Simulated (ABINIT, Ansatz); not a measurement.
# Quasiparticle gap of YHSe (P-6m2) in ABINIT

How does a plane-wave GW calculation on YHSe (P-6m2) run from the first input to the gap?

Calculated with ABINIT 10.8.3; LDA and many-body steps on it, plane waves.

This is a report of a sequence of runs, with most program output left out.

### Step 1. The structure

It takes space group P-6m2 (No. 187, hexagonal). The conventional cell has a = 3.841 Å, b = 3.841 Å, c = 3.916 Å, α = 90.00°, β = 90.00°, γ = 120.00°. Nearest to Y lie 3 H at 2.22 Å and 6 Se at 2.96 Å. Nearest to H lie 3 Y at 2.22 Å. Nearest to Se lie 6 H at 2.96 Å and 6 Y at 2.96 Å. Farther neighbours and most contacts between anions are not listed.

The cell and positions are those that the Materials Project relaxed with its own functionals (PBE, PBE+U or r2SCAN), kept fixed.

### Step 2. Ground state

This step: ABINIT 10.8.3; DFT, LDA, plane waves, norm-conserving pseudopotentials.

The ground-state density comes first.

File run.abi:

```
acell 3*1.0 Angstrom
rprim 
  3.840931335803 -0.000000000001 0.000000000000
  -1.920465667901 3.326344110998 0.000000000000
  0.000000000000 0.000000000000 3.915549560000
ntypat 3
znucl 39 1 34
natom 3
typat 1 2 3
xred 
  0.000000000000 0.000000000000 0.000000000000
  0.333333333333 0.666666666667 0.000000000000
  0.666666666667 0.333333333333 0.500000000000
pp_dirpath "pseudos"
pseudos "Y.upf, H.upf, Se.upf"
ecut 39
ngkpt 6 6 6
nshiftk 1
shiftk 0 0 0
kptopt 1
chksymbreak 0
nband 19
occopt 1
tolvrs 1e-10
nstep 60
prtwf 0
optforces 0
optstress 0
indata_prefix "in"
outdata_prefix "out"
tmpdata_prefix "tmp"
```

Run with:

```console
$ OMP_NUM_THREADS=1 mpirun -n 4 abinit run.abi > log
```

Elapsed: 38 s, on 4 MPI ranks of Arm Neoverse N1, shared host; peak memory 0.34 GiB; 2.5 min of CPU time.

This step gave:

- total energy: -4429.5828 eV
- gap: 1.365 eV
- k of the valence top: 0, 0, 0.5
- k of the conduction bottom: 0, 0, 0
- least direct gap: 1.739 eV

The gap is indirect, with the least direct gap 0.37 eV higher.

### Step 3. Bands along the symmetry lines

The cheap functional maps the bands first; the places of the edges decide which points the dearer methods must see.

File run.abi:

```
acell 3*1.0 Angstrom
rprim 
  3.840931335803 -0.000000000001 0.000000000000
  -1.920465667901 3.326344110998 0.000000000000
  0.000000000000 0.000000000000 3.915549560000
ntypat 3
znucl 39 1 34
natom 3
typat 1 2 3
xred 
  0.000000000000 0.000000000000 0.000000000000
  0.333333333333 0.666666666667 0.000000000000
  0.666666666667 0.333333333333 0.500000000000
pp_dirpath "pseudos"
pseudos "Y.upf, H.upf, Se.upf"
ecut 39
iscf -2
irdden 1
kptopt 0
nkpt 75
kpt 
  0.00000000 0.00000000 0.00000000
  0.06250000 0.00000000 0.00000000
  0.12500000 0.00000000 0.00000000
  0.18750000 0.00000000 0.00000000
  0.25000000 0.00000000 0.00000000
  0.31250000 0.00000000 0.00000000
  0.37500000 0.00000000 0.00000000
  0.43750000 0.00000000 0.00000000
  0.50000000 0.00000000 0.00000000
  0.47916667 0.04166667 0.00000000
  0.45833333 0.08333333 0.00000000
  0.43750000 0.12500000 0.00000000
  0.41666666 0.16666666 0.00000000
  0.39583333 0.20833333 0.00000000
  0.37500000 0.25000000 0.00000000
  0.35416666 0.29166666 0.00000000
  0.33333333 0.33333333 0.00000000
  0.29166666 0.29166666 0.00000000
  0.25000000 0.25000000 0.00000000
  0.20833333 0.20833333 0.00000000
  0.16666666 0.16666666 0.00000000
  0.12500000 0.12500000 0.00000000
  0.08333333 0.08333333 0.00000000
  0.04166667 0.04166667 0.00000000
  0.00000000 0.00000000 0.00000000
  0.00000000 0.00000000 0.06250000
  0.00000000 0.00000000 0.12500000
  0.00000000 0.00000000 0.18750000
  0.00000000 0.00000000 0.25000000
  0.00000000 0.00000000 0.31250000
  0.00000000 0.00000000 0.37500000
  0.00000000 0.00000000 0.43750000
  0.00000000 0.00000000 0.50000000
  0.06250000 0.00000000 0.50000000
  0.12500000 0.00000000 0.50000000
  0.18750000 0.00000000 0.50000000
  0.25000000 0.00000000 0.50000000
  0.31250000 0.00000000 0.50000000
  0.37500000 0.00000000 0.50000000
  0.43750000 0.00000000 0.50000000
  0.50000000 0.00000000 0.50000000
  0.47916667 0.04166667 0.50000000
  0.45833333 0.08333333 0.50000000
  0.43750000 0.12500000 0.50000000
  0.41666666 0.16666666 0.50000000
  0.39583333 0.20833333 0.50000000
  0.37500000 0.25000000 0.50000000
  0.35416666 0.29166666 0.50000000
  0.33333333 0.33333333 0.50000000
  0.29166666 0.29166666 0.50000000
  0.25000000 0.25000000 0.50000000
  0.20833333 0.20833333 0.50000000
  0.16666666 0.16666666 0.50000000
  0.12500000 0.12500000 0.50000000
  0.08333333 0.08333333 0.50000000
  0.04166667 0.04166667 0.50000000
  0.00000000 0.00000000 0.50000000
  0.50000000 0.00000000 0.50000000
  0.50000000 0.00000000 0.43750000
  0.50000000 0.00000000 0.37500000
  0.50000000 0.00000000 0.31250000
  0.50000000 0.00000000 0.25000000
  0.50000000 0.00000000 0.18750000
  0.50000000 0.00000000 0.12500000
  0.50000000 0.00000000 0.06250000
  0.50000000 0.00000000 0.00000000
  0.33333333 0.33333333 0.50000000
  0.33333333 0.33333333 0.43750000
  0.33333333 0.33333333 0.37500000
  0.33333333 0.33333333 0.31250000
  0.33333333 0.33333333 0.25000000
  0.33333333 0.33333333 0.18750000
  0.33333333 0.33333333 0.12500000
  0.33333333 0.33333333 0.06250000
  0.33333333 0.33333333 0.00000000
istwfk *1
nband 21
nbdbuf 2
tolwfr 1e-08
nstep 40
prtwf 0
prtvol 0
indata_prefix "in"
outdata_prefix "out"
tmpdata_prefix "tmp"
```

Elapsed: 56 s, on 4 MPI ranks; peak memory 0.35 GiB; 3.7 min of CPU time.

This step gave:

```
gap                        : 1.365 eV
k of the valence top       : 0, 0, 0.5
k of the conduction bottom : 0, 0, 0
least direct gap           : 1.739 eV
```

The gap is 1.365 eV, as in the run before at this level.

The electronic bands at the labelled points (eV, zero at the top of the highest filled band):

```csv
point,band 11,band 12,band 13,band 14,band 15,band 16,band 17,band 18
Γ,-3.58,-1.69,-1.56,-1.56,1.36,3.74,3.74,3.94
halfway,-4.42,-2.07,-1.96,-1.48,2.03,3.59,3.71,3.99
M,-5.28,-2.38,-2.12,-1.45,2.67,3.29,4.26,4.43
halfway,-5.01,-3.03,-2.37,-0.97,2.43,2.47,3.90,5.65
K,-4.48,-3.97,-2.36,-0.72,2.04,2.70,3.07,6.54
halfway,-4.54,-2.22,-2.14,-1.39,2.11,3.17,3.50,4.54
Γ,-3.58,-1.69,-1.56,-1.56,1.36,3.74,3.74,3.94
halfway,-5.16,-1.36,-1.36,-0.61,2.22,2.22,2.38,4.45
A,-6.28,-1.14,-1.14,0.00,1.74,1.74,3.67,3.67
halfway,-5.28,-2.56,-2.03,-1.82,2.79,3.23,3.90,5.05
L,-3.92,-3.65,-3.13,-2.31,3.54,4.78,4.87,5.78
halfway,-3.80,-3.74,-3.11,-2.41,3.92,4.63,5.00,5.17
H,-3.96,-3.60,-3.02,-2.49,3.91,4.23,5.06,5.67
halfway,-4.99,-2.85,-2.31,-2.00,3.10,3.45,4.17,5.28
A,-6.28,-1.14,-1.14,0.00,1.74,1.74,3.67,3.67
jump to L,-3.92,-3.65,-3.13,-2.31,3.54,4.78,4.87,5.78
halfway,-4.85,-3.05,-2.30,-1.93,2.74,4.07,4.22,4.99
M,-5.28,-2.38,-2.12,-1.45,2.67,3.29,4.26,4.43
jump to H,-3.96,-3.60,-3.02,-2.49,3.91,4.23,5.06,5.67
halfway,-4.30,-3.31,-3.08,-2.04,3.61,3.86,4.03,5.64
K,-4.48,-3.97,-2.36,-0.72,2.04,2.70,3.07,6.54
```

### Step 4. Empty states on the mesh, 3×3×4 mesh, 42 bands

The sums over transitions need many empty states on a uniform mesh; this step solves for them.

File run.abi:

```
acell 3*1.0 Angstrom
rprim 
  3.840931335803 -0.000000000001 0.000000000000
  -1.920465667901 3.326344110998 0.000000000000
  0.000000000000 0.000000000000 3.915549560000
ntypat 3
znucl 39 1 34
natom 3
typat 1 2 3
xred 
  0.000000000000 0.000000000000 0.000000000000
  0.333333333333 0.666666666667 0.000000000000
  0.666666666667 0.333333333333 0.500000000000
pp_dirpath "pseudos"
pseudos "Y.upf, H.upf, Se.upf"
ecut 39
ngkpt 3 3 4
nshiftk 1
shiftk 0 0 0
kptopt 1
chksymbreak 0
iscf -2
irdden 1
istwfk *1
nband 42
nbdbuf 4
tolwfr 1e-09
nstep 60
prtvol 0
indata_prefix "in"
outdata_prefix "out"
tmpdata_prefix "tmp"
```

Wall time 25 s (4 MPI ranks); peak memory 0.28 GiB.

Numbers from this step:

```
gap                                                           : 1.365 eV
k of the valence top                                          : 0, 0, 0.5
k of the conduction bottom                                    : 0, 0, 0
least direct gap                                              : 1.739 eV
k points computed                                             : 9
lowest point of the top converged band, above the valence top : 25.90 eV
```

On this mesh the gap is 1.365 eV.

### Step 5. Screening, 3×3×4 mesh, 38 bands, screening to 98 eV

The RPA dielectric matrix is built and inverted for each q.

This step: RPA screening on LDA, plane waves, norm-conserving pseudopotentials.

run.abi: that of step 4 with these lines changed.

```diff
@@ -21,10 +21,11 @@
 chksymbreak 0
-iscf -2
-irdden 1
 istwfk *1
-nband 42
-nbdbuf 4
-tolwfr 1e-09
-nstep 60
-prtvol 0
+occopt 1
+irdwfk 1
+optdriver 3
+nband 38
+ecuteps 3.6
+inclvkb 2
+awtr 1
+symchi 1
 indata_prefix "in"
```

Elapsed: 12 s, on 4 MPI ranks; peak memory 0.53 GiB.

This step gave:

```yaml
eps_infinity_with_local_fields_on_this_mesh_along_the_program_s_q_direction: 11.43
the_same_without_local_fields: 12.63
plasma_frequency: 27.78 eV
plane_waves_in_the_screening_matrix: 109
```

Local fields lower ε∞ by 10 %. On a Γ-centred mesh this coarse the value itself is usually too large, while a short band sum pulls it down.

### Step 6. Self-energy, 3×3×4 mesh, 38 bands, screening to 98 eV

The self-energy is evaluated for the states that the input lists, and the levels follow from it, in one-shot runs by the linearised quasiparticle equation.

This step: G0W0 on LDA, plane waves, norm-conserving pseudopotentials.

run.abi: that of step 5 with these lines changed.

```diff
@@ -24,8 +24,17 @@
 irdwfk 1
-optdriver 3
+optdriver 4
 nband 38
+gwcalctyp 0
+ecutsigx 39
+symsigma 1
+nkptgw 2
+kptgw 
+  0.0000000000 0.0000000000 0.5000000000
+  0.0000000000 0.0000000000 0.0000000000
+bdgw 
+  12 16
+  13 17
 ecuteps 3.6
-inclvkb 2
-awtr 1
-symchi 1
+irdscr 1
+ppmodel 1
 indata_prefix "in"
```

Wall time 5.9 s (4 MPI ranks); peak memory 0.19 GiB.

Numbers from this step:

```
G0W0 gap on the points computed              : 2.590 eV
starting gap on the mesh                     : 1.365 eV
k of the valence top                         : 0, 0, 0.5
k of the conduction bottom                   : 0, 0, 0
Z at the valence top                         : 0.803
Z at the conduction bottom                   : 0.819
least direct G0W0 gap on the computed points : 3.282 eV
```

The gap on the mesh goes from 1.36 eV to 2.59 eV, a correction of +1.23 eV.

Limits: finite bands, cutoff and mesh; exchange with frozen shells missing; no spin-orbit coupling; coarse k mesh. v1 is the top filled band, c1 the lowest empty one. Levels before and after the correction, in eV, zero at the valence-band top of each column:

```csv
,conduction bottom,valence top
Kohn-Sham,1.36,0.00
G0W0,2.59,0.00
```

```csv
,level,energy (eV)
Kohn-Sham,(0 0 0.5) v3-v2,-1.144
Kohn-Sham,(0 0 0.5) v1,0.000
Kohn-Sham,(0 0 0.5) c1-c2,1.739
Kohn-Sham,Γ v2-v1,-1.562
Kohn-Sham,Γ c1,1.365
Kohn-Sham,Γ c2-c3,3.738
G0W0,(0 0 0.5) v3-v2,-1.279
G0W0,(0 0 0.5) v1,0.000
G0W0,(0 0 0.5) c1-c2,3.282
G0W0,Γ v2-v1,-1.625
G0W0,Γ c1,2.590
G0W0,Γ c2-c3,5.113
```

### Step 7. Where the time went

Times are wall times on 4 MPI ranks of Arm Neoverse N1, shared host, good to a factor of about two.

```csv
step,time,share,memory (GiB)
ground state,38 s,28 %,0.34
bands along the symmetry lines,56 s,41 %,0.35
empty states on the mesh,25 s,18 %,0.28
screening,12 s,9 %,0.53
self-energy,5.9 s,4 %,0.19
```

### Step 8. Summary of results

- LDA gap: 1.36 eV, indirect
- G0W0 gap on the mesh: 2.59 eV
- GW settings: 3×3×4 mesh, 38 bands, screening to 98 eV, Godby-Needs plasmon pole
- known limits: not at the basis limit; exchange with frozen shells missing; no spin-orbit coupling; coarse k mesh

In words: G0W0 moves the gap on the mesh from 1.36 eV to 2.59 eV (+1.23 eV), with Z of 0.80 and 0.82 at the edges. Local fields lower the RPA ε∞ on this mesh from 12.63 to 11.43; a Γ-centred mesh this coarse tends to raise both, most where the direct gap is narrow, while a short band sum lowers them. Only 2 of the mesh's irreducible points were corrected, so a valley elsewhere could overtake. Bands and cutoff are finite, so the gap is not at the basis limit. The miss can reach some tenths of an eV and take either sign; the mesh is an error of its own. In the G0W0 run levels were corrected at 2 k points alone, so a gap called «on the mesh» is the least over those, and an edge elsewhere would be missed. The 3×3×4 mesh is coarse for this cell, which bears on the long-range parts of exchange and screening. The norm-conserving file of at least one element keeps a d shell over frozen s and p shells of the same row. Exchange with those shells is missing from the self-energy, an error of 0.3 to 0.9 eV in cases checked, whose sign depends on which edge lies on those atoms. The many-body steps are scalar-relativistic: spin-orbit coupling is not in them.

[Paths, hosts, dates, memory and timing lines, banners, echoed tables and standing remarks are left out of the program output.]

[Logs are printed without paths, hosts, clocks, repeated set-up lines and the standing remarks that a program may print on its own settings, such as how far it seeks lower states.]

[Runs of the session that timed out or met a known fault of the program may be left out.]

[Hosts, paths, dates, database ids (printed as entryN), source tags and the programs' standing remarks are cut or masked in the printed files.]

[G0W0 gaps are taken among the corrected bands and points alone; a level outside them can change the order at an edge.]

[Where Ansatz stands beside ABINIT at settings called matched, ABINIT's density can come from a denser mesh and the files from another edition; pairs whose starting gaps differed by over 0.03 eV were left out, so agreement reads better than it is.]
